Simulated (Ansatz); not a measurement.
# How fast states decay through Li2ClF, part 3 of 3

A new crystal, Li2ClF: structure, gap and complex bands. It is built by putting F for part of the Cl in the LiCl structure of space group P6_3mc, with the volume rescaled by atomic radii. The parent structure comes from the Materials Project.

Ansatz 0.2.0; r2SCAN DFT, plane waves, PAW files (the session's first sound run).

So far, gap on path (eV): step 3 (the bulk crystal and its band edges) 5.92.

The structure was built from a prototype and need not be the compound's stable phase.

### Step 6. Complex bands, plane (001), k-mesh 8×8×4

Level of this step: r2SCAN DFT, plane waves, PAW files; complex bands by layer matching along the plane's normal (Ansatz).

The same for the (001) plane, at (0, 0) and (0.5, 0), to see how the decay depends on direction.

The input, input.yaml:

```yaml
crystal:
  lattice:
    - [3.518961887, 0.0, 0.0]
    - [1.759480944, 3.047510389, 0.0]
    - [0.0, 0.0, 5.594177482]
  atoms:
    - { symbol: Li, position: [0.3333333333, 0.3333333333, 0.9241177938] }
    - { symbol: Li, position: [0.6666666667, 0.6666666667, 0.3257903229] }
    - { symbol: Cl, position: [0.3333333333, 0.3333333333, 0.4973503035] }
    - { symbol: F, position: [0.6666666667, 0.6666666667, 0.0027435797] }
kpoints:
  mp_grid: { grid: [8, 8, 4] }
scf:
  occupations: { method: fixed }
hamiltonian:
  xc: r2scan
output:
  eigenvalues: true
  transmission:
    leads: [[0, 0]]
    kpoints: [[0.0, 0.0], [0.5, 0.0]]
    e_range: [-1.0, 6.92]
    de: 0.13
```

Command:

```
$ ansatz run input.yaml --threads 2 --pin off --max-ram 4096MiB --backend cpu --events-out ev --progress --plain --runs-dir out
```

Numbers of over 12 decimals in the logs are rounded to 6 here.

The program printed:

```text
[...]
Crystal: 4 atoms, lattice volume = 59.992 Å³
Basis set: ecut = 500 eV, 1509 PW (Γ), exchange–correlation on 108×108×180 points (64 copies of the dense FFT grid, shifted against one another)
Bands: 14, of which v1, the nominal top of the filled ones, is band 10 counted from 1 (9 counted from 0)
Symmetry: 6 space group operations
[...]
k-points: 35 of 256 (time reversal used)
[...]
SCF iter   1: F=—  HF=-2310.572777 eV  |F-HF|=—  |Δ(HF+E_count)|=         —  Δρ=6.11e-3  dr2=1.87e-2  dr2_τ=3.33e-2  ethr=1.77e-3  ⟨swp⟩=4.8  Hψ=2532  notcnv=0  defer=70
[...]
SCF iter   7: F=-2310.644456 eV  HF=-2310.644456 eV  |F-HF|=6.26e-9  |Δ(HF+E_count)|=   3.68e-8  Δρ=6.17e-6  dr2=2.47e-8  dr2_τ=1.69e-9  ethr=5.00e-10  ⟨swp⟩=4.2  Hψ=1913  notcnv=0
SCF 1 converged in 7 iterations: F = -2310.644456 eV  dr2 = 2.47e-8
[...]
transmission: 8 of 16 steps passed
transmission: 16 of 16 steps passed
SCF converged after 7 iterations
Free energy (F): -2310.644456 eV
[...]
Internal energy: -2310.644456 eV  (E = F + TS)
E sigma→0 (E₀):  -2310.644456 eV
Fermi energy:    0.185239 eV
[...]
--- Band table (eV; the first three rows and the last of 35) ---
  k-point 0: bands = [... 6 lower, -2.1613, -1.0258, 0.1852, 0.1852, 6.1046, 9.8233, 11.9161, 12.1202]
  k-point 1: bands = [... 6 lower, -2.1573, -1.3200, 0.1803, 0.1803, 6.5944, 9.5070, 11.0332, 12.1086]
  k-point 2: bands = [... 6 lower, -2.1533, -1.7329, 0.1753, 0.1753, 7.4123, 8.6987, 10.5393, 12.1037]
  k-point 34: bands = [... 6 lower, -2.4800, -1.8711, -1.2374, -0.8985, 8.3727, 10.0629, 10.4341, 11.3714]
--- Transmission ---
  basis      : 109 plane waves across, 8 finite elements along
  points     : 2, as listed
[...]
crystal 0  : Li2F1Cl1, at the sites [0, 0], period 5.5942 Å: whole cells are its period
[...]
channels       : 0.000000e0 a spin
[...]
slowest decay  : 0.5360 /Å at (0.0000, 0.0000)
```

Wall time 6.1 s (2 threads of Intel Xeon Platinum 8488C (Sapphire Rapids), shared host); peak memory 0.53 GiB.

Numbers from this step:

```yaml
free_energy: -2310.6445 eV
decay_constant_at_the_filling_level_zone_centre: 0.5360 Å⁻¹
decay_constant_at_the_filling_level_slowest_listed_point: 0.536 Å⁻¹
```

K parallel (0, 0); values up to 1.5 1/Å, a degenerate pair printed once or twice; energies at which all values exceed this have no row. Im kz of the slowest decaying states against energy, zero at the highest filled level on the SCF mesh:

```csv
energy (eV),decay 1 (Å⁻¹),decay 2 (Å⁻¹),decay 3 (Å⁻¹)
-1.00,0.216,0.980,-
-0.74,0.310,0.953,-
-0.48,0.372,0.899,-
-0.22,0.418,0.779,-
0.04,0.453,0.520,-
0.30,0.481,0.885,-
0.56,0.503,1.02,-
0.82,0.520,1.12,1.45
1.21,0.538,1.31,-
1.47,0.546,1.31,-
1.73,0.551,1.32,1.49
1.99,0.552,1.32,1.47
2.25,0.551,1.32,1.46
2.51,0.547,1.31,1.44
2.77,0.540,1.31,1.43
3.03,0.531,1.30,1.41
3.29,0.519,1.30,1.40
3.55,0.503,1.29,1.38
3.81,0.485,1.28,1.37
4.07,0.463,1.27,1.35
4.33,0.438,1.26,1.34
4.59,0.408,1.25,1.32
4.98,0.352,1.23,1.30
5.24,0.304,1.22,1.28
5.50,0.243,1.21,1.27
5.76,0.152,1.19,1.25
6.02,1.18,1.23,-
6.28,1.16,1.21,-
6.54,1.15,1.20,-
6.80,1.13,1.14,1.21
```

K parallel (0.5, 0); values up to 1.5 1/Å, a degenerate pair printed once or twice; energies at which all values exceed this have no row. The Im kz of the slowest decaying states by energy, zero at the highest filled level on the SCF mesh:

```csv
energy (eV),decay 1 (Å⁻¹),decay 2 (Å⁻¹),decay 3 (Å⁻¹),decay 4 (Å⁻¹)
-1.00,0.336,0.520,0.566,-
-0.61,0.175,0.545,-,-
-0.22,0.608,0.636,-,-
0.04,0.637,0.727,-,-
0.17,0.649,0.760,-,-
0.56,0.678,0.833,-,-
0.95,0.697,0.884,-,-
1.34,0.710,0.922,-,-
1.73,0.717,0.950,-,-
2.12,0.720,0.972,-,-
2.51,0.719,0.989,-,-
2.90,0.715,1.00,1.50,-
3.29,0.707,1.01,1.48,-
3.68,0.696,1.02,1.46,-
4.07,0.682,1.02,1.44,-
4.46,0.664,1.02,1.42,-
4.85,0.644,1.03,1.41,-
5.24,0.619,1.02,1.40,-
5.63,0.591,1.02,1.39,-
6.02,0.557,1.02,1.39,1.48
6.41,0.517,1.01,1.39,1.40
6.80,0.407,0.528,1.01,1.32
```

At +2.90 eV, the grid energy nearest the filling level (the middle of the gap on the SCF mesh), the slowest state at the listed wavevectors decays with κ = 0.536 Å⁻¹, its amplitude falling by e over 1.9 Å; the first such run, plane (110), gave 0.443 Å⁻¹.

### Step 7. Band edges at another level, cutoff 1500 eV

This step: r2SCAN DFT, plane waves, JTH PAW files (Ansatz 0.2.0).

The edges again with JTH files, at the same atoms. Against that run the cutoff is 1500 eV against 500.

The input, input.yaml:

```yaml
crystal:
  lattice:
    - [3.518961887, 0.0, 0.0]
    - [-1.7594809435, 3.0475103891, 0.0]
    - [0.0, 0.0, 5.5941774822]
  atoms:
    - { symbol: Li, position: [0.6666666667, 0.3333333333, 0.9241177938] }
    - { symbol: Li, position: [0.3333333333, 0.6666666667, 0.3257903229] }
    - { symbol: Cl, position: [0.6666666667, 0.3333333333, 0.4973503035] }
    - { symbol: F, position: [0.3333333333, 0.6666666667, 1.0027435797] }
kpoints:
  mp_grid: { grid: [8, 8, 4] }
  band_path: { path: [VBM, CBM], npoints: 30 }
scf:
  occupations: { method: fixed }
hamiltonian:
  xc: r2scan
  pseudopotentials: { kind: paw, source: jth }
output:
  eigenvalues: true
```

The program printed:

```text
Warning: <dir> the checks of this Li dataset prove no rule for summing its radial tables, as where they were carried onto another mesh than they were made on, and Gregory's rule is taken, under which a leading mesh point left out moves its sums only by what lay on the interval it spanned. That does not make them correct, and they differ from Quantum ESPRESSO's on this file; a re-export a fraction of a mesh step off can move them. hamiltonian.pseudopotentials.radial_quadrature: simpson_from_first_knot sums it by `pw.x`'s rule; on a PAW file no value gives `pw.x`'s numbers. What more to know: hamiltonian.pseudopotentials.radial_quadrature, in the input reference
Warning: <dir> the checks of this Cl dataset prove no rule for summing its radial tables, as where they were carried onto another mesh than they were made on, and Gregory's rule is taken, under which a leading mesh point left out moves its sums only by what lay on the interval it spanned. That does not make them correct, and they differ from Quantum ESPRESSO's on this file; a re-export a fraction of a mesh step off can move them. hamiltonian.pseudopotentials.radial_quadrature: simpson_from_first_knot sums it by `pw.x`'s rule; on a PAW file no value gives `pw.x`'s numbers. What more to know: hamiltonian.pseudopotentials.radial_quadrature, in the input reference
Warning: <dir> the checks of this F dataset prove no rule for summing its radial tables, as where they were carried onto another mesh than they were made on, and Gregory's rule is taken, under which a leading mesh point left out moves its sums only by what lay on the interval it spanned. That does not make them correct, and they differ from Quantum ESPRESSO's on this file; a re-export a fraction of a mesh step off can move them. hamiltonian.pseudopotentials.radial_quadrature: simpson_from_first_knot sums it by `pw.x`'s rule; on a PAW file no value gives `pw.x`'s numbers. What more to know: hamiltonian.pseudopotentials.radial_quadrature, in the input reference
[...]
Crystal: 4 atoms, lattice volume = 59.992 Å³
Basis set: ecut = 1500 eV, 7871 PW (Γ), exchange–correlation on 180×180×288 points (64 copies of the dense FFT grid, shifted against one another)
Bands: 14, of which v1, the nominal top of the filled ones, is band 10 counted from 1 (9 counted from 0)
Symmetry: 6 space group operations
[...]
k-points: 35 of 256 (time reversal used)
[...]
SCF iter   1: F=—  HF=-2309.511029 eV  |F-HF|=—  |Δ(HF+E_count)|=         —  Δρ=7.18e-2  dr2=1.80e0  dr2_τ=1.61e-2  ethr=3.10e-3  ⟨swp⟩=6.6  Hψ=2987  notcnv=0  defer=66
[...]
SCF iter   8: F=-2310.480471 eV  HF=-2310.480471 eV  |F-HF|=2.00e-9  |Δ(HF+E_count)|=   1.92e-7  Δρ=9.52e-6  dr2=2.52e-8  dr2_τ=1.23e-8  ethr=5.00e-10  ⟨swp⟩=11.7  Hψ=4334  notcnv=0
SCF 1 converged in 8 iterations: F = -2310.480471 eV  dr2 = 2.52e-8
[...]
SCF converged after 8 iterations
Free energy (F): -2310.480471 eV
[...]
Internal energy: -2310.480471 eV  (E = F + TS)
E sigma→0 (E₀):  -2310.480471 eV
Fermi energy:    0.219662 eV
[...]
--- Band table (eV; the first three rows and the last of 35) ---
  k-point 0: bands = [... 6 lower, -2.1274, -0.9911, 0.2197, 0.2197, 6.1331, 9.8575, 11.9539, 12.1638]
  k-point 1: bands = [... 6 lower, -2.1233, -1.2855, 0.2147, 0.2147, 6.6230, 9.5383, 11.0741, 12.1520]
  k-point 2: bands = [... 6 lower, -2.1193, -1.6989, 0.2096, 0.2096, 7.4408, 8.7286, 10.5814, 12.1469]
  k-point 34: bands = [... 6 lower, -2.4447, -1.8374, -1.2038, -0.8650, 8.4103, 10.0977, 10.4733, 11.4126]
```

Wall time 21 s (2 threads); peak memory 1 GiB.

Numbers from this step:

- free energy: -2310.4805 eV
- Fermi energy: 0.2197 eV
- gap on the k-mesh: 5.913 eV
- gap on path: 5.913 eV, by band count; negative where bands overlap
- direct gap on path: 5.913 eV

Levels at VBM (eV): -3.25, -2.35, -2.35, -1.21, 0.00, 0.00, 5.91.

The searched edges give 5.91 eV, as on the mesh.

### Step 8. Complex bands at another level

This step: r2SCAN DFT, plane waves, JTH PAW files; complex bands by layer matching along the plane's normal (Ansatz 0.2.0).

The complex bands at that level, over its own gap, at (0, 0) and (0.5, 0).

The input, input.yaml:

```yaml
crystal:
  lattice:
    - [5.594177482, 0.0, 0.0]
    - [0.0, 6.095020778, 0.0]
    - [0.0, 3.047510389, 1.759480944]
  atoms:
    - { symbol: Li, position: [0.9241177938, 0.6666666667, 0.0] }
    - { symbol: Li, position: [0.3257903229, 0.3333333333, 0.0] }
    - { symbol: Cl, position: [0.4973503035, 0.6666666667, 0.0] }
    - { symbol: F, position: [0.0027435797, 0.3333333333, 0.0] }
kpoints:
  mp_grid: { grid: [4, 12, 12] }
scf:
  occupations: { method: fixed }
hamiltonian:
  xc: r2scan
  pseudopotentials: { kind: paw, source: jth }
output:
  eigenvalues: true
  transmission:
    leads: [[0, 0]]
    kpoints: [[0.0, 0.0], [0.5, 0.0]]
    e_range: [-1.0, 6.91]
    de: 0.2
```

The program printed:

```text
Warning: <dir> the checks of this Li dataset prove no rule for summing its radial tables, as where they were carried onto another mesh than they were made on, and Gregory's rule is taken, under which a leading mesh point left out moves its sums only by what lay on the interval it spanned. That does not make them correct, and they differ from Quantum ESPRESSO's on this file; a re-export a fraction of a mesh step off can move them. hamiltonian.pseudopotentials.radial_quadrature: simpson_from_first_knot sums it by `pw.x`'s rule; on a PAW file no value gives `pw.x`'s numbers. What more to know: hamiltonian.pseudopotentials.radial_quadrature, in the input reference
Warning: <dir> the checks of this Cl dataset prove no rule for summing its radial tables, as where they were carried onto another mesh than they were made on, and Gregory's rule is taken, under which a leading mesh point left out moves its sums only by what lay on the interval it spanned. That does not make them correct, and they differ from Quantum ESPRESSO's on this file; a re-export a fraction of a mesh step off can move them. hamiltonian.pseudopotentials.radial_quadrature: simpson_from_first_knot sums it by `pw.x`'s rule; on a PAW file no value gives `pw.x`'s numbers. What more to know: hamiltonian.pseudopotentials.radial_quadrature, in the input reference
Warning: <dir> the checks of this F dataset prove no rule for summing its radial tables, as where they were carried onto another mesh than they were made on, and Gregory's rule is taken, under which a leading mesh point left out moves its sums only by what lay on the interval it spanned. That does not make them correct, and they differ from Quantum ESPRESSO's on this file; a re-export a fraction of a mesh step off can move them. hamiltonian.pseudopotentials.radial_quadrature: simpson_from_first_knot sums it by `pw.x`'s rule; on a PAW file no value gives `pw.x`'s numbers. What more to know: hamiltonian.pseudopotentials.radial_quadrature, in the input reference
Engine: ansatz 0.2.0, x86_64-unknown-linux-gnu
Pseudopotentials: kind: paw
Pseudopotential: Li, paw, valence charge 3, recommended cutoff 1170 eV (normal), Li.paw.azcp
Pseudopotential: Cl, paw, valence charge 7, recommended cutoff 930 eV (normal), Cl.paw.azcp
Pseudopotential: F, paw, valence charge 7, recommended cutoff 1500 eV (normal), F.paw.azcp
Functional definition: r2SCAN
  parameter k0 = 0.174
  parameter k1 = 0.065
  parameter a1 = 4.9479
  exchange = r2scan_x(k0 = k0, k1 = k1, a1 = a1)
  correlation = r2scan_c
Error: memory limit exceeded: the `transmission` phase of `transmission` needs 6.05 GiB against the run's memory maximum of 4.00 GiB; largest carriers: transmission 5.04 GiB, source scf tables 0.70 GiB, unmodelled-tail allowance 0.30 GiB, source scf state 0.00 GiB; this run sums exchange and correlation above basis.xc_grid: 1 (its plan line states the level, which a resume's fixed deck keeps): xc box scratch, where t [...]
with nothing else changed it takes a maximum of at least 6.06 GiB, with nothing to spare, and 6.66 GiB leaves up to a tenth: --max-ram 6.66GiB where that set the maximum, else more of the term that did, and with no share typed, where 6.66 GiB is over 0.88 of the host's memory or its container's limit, a share of 0.88 or more that holds the maximum too (--max-ram-frac F), where one does; The budget is ten elevenths of [...]
`transmission` follows the SCF: where the deck gives it k-points, a mesh or a band count of its own, those are what to reduce (not on a resume, whose deck is fixed)
```

Wall time 0.34 s (2 threads); peak memory 0.26 GiB.

The program refused the input before any cycle.

The program's message: “Error: memory limit exceeded: the `transmission` phase of `transmission` needs 6.05 GiB against the run's memory maximum of 4.00 GiB; largest carriers: transmission 5.04 GiB, source scf tables 0.70 Gi …”

### Step 9. A repeat with changed settings

This step: r2SCAN DFT, plane waves, PAW files; complex bands by layer matching along the plane's normal; changed: total_charge = 0.5, scf.max_iter = 50 (Ansatz 0.2.0).

This run repeats an earlier one, its twin (the complex run, plane (110)), with two settings changed (scf.max_iter, total_charge; files written aside). The setting was drawn as a possible misstep, on purpose. Where the input is shown as a difference, that is against the step before, not the twin.

Edit input.yaml of step 8 so:

```diff
@@ -14,5 +14,5 @@
   occupations: { method: fixed }
+  max_iter: 50
 hamiltonian:
   xc: r2scan
-  pseudopotentials: { kind: paw, source: jth }
 output:
@@ -22,3 +22,4 @@
     kpoints: [[0.0, 0.0], [0.5, 0.0]]
-    e_range: [-1.0, 6.91]
+    e_range: [-1.0, 6.92]
     de: 0.2
+total_charge: 0.5
```

The program printed:

```text
Error: inconsistent input (total_charge, scf.occupations.method): 0.5 gives a fractional electron count (19.500) which fixed/explicit occupations and the σ = 0 step fill (a smearing width below the step floor) cannot realise — use a smearing method with a finite width, such as fermi_dirac, or give a charge that leaves a whole count
```

Elapsed: 0.08 s, on 2 threads; peak memory 0.1 GiB.

The input was rejected at the start.

The program's message: “Error: inconsistent input (total_charge, scf.occupations.method): 0.5 gives a fractional electron count (19.500) which fixed/explicit occupations and the σ = 0 step fill (a smearing width below the st …”

The change that led to it: total_charge = 0.5.

### Step 10. Summary of results

* band gap: 5.92 eV
* least decay constant at mid-gap, normal to (110): 0.443 Å⁻¹
* least decay constant at mid-gap, normal to (001): 0.536 Å⁻¹
* least decay constant on a mesh, normal to (110): 0.442 Å⁻¹

What this shows: With r2SCAN, the slowest decay at the wavevectors tried is κ = 0.443 Å⁻¹, normal to (110). Through such a film the transmission near mid-gap falls as exp(−2κd), a factor of ten every 2.6 Å. The decay depends on direction: 1.2 times faster normal to (001). A free electron under a barrier of half the gap would need a mass of 0.25 mₑ to decay at this rate. The compound is made up by substitution; its stability against other phases and against distortions of the cell's symmetry was not tested. r2SCAN still narrows gaps, if less than LDA and GGA do, so real decay constants are likely larger.

[Logs are printed without paths, hosts, clocks, repeated set-up lines and the standing remarks that a program may print on its own settings, such as how far it seeks lower states.]

[Hosts, paths, dates, database ids (printed as entryN), source tags and the programs' standing remarks are cut or masked in the printed files.]
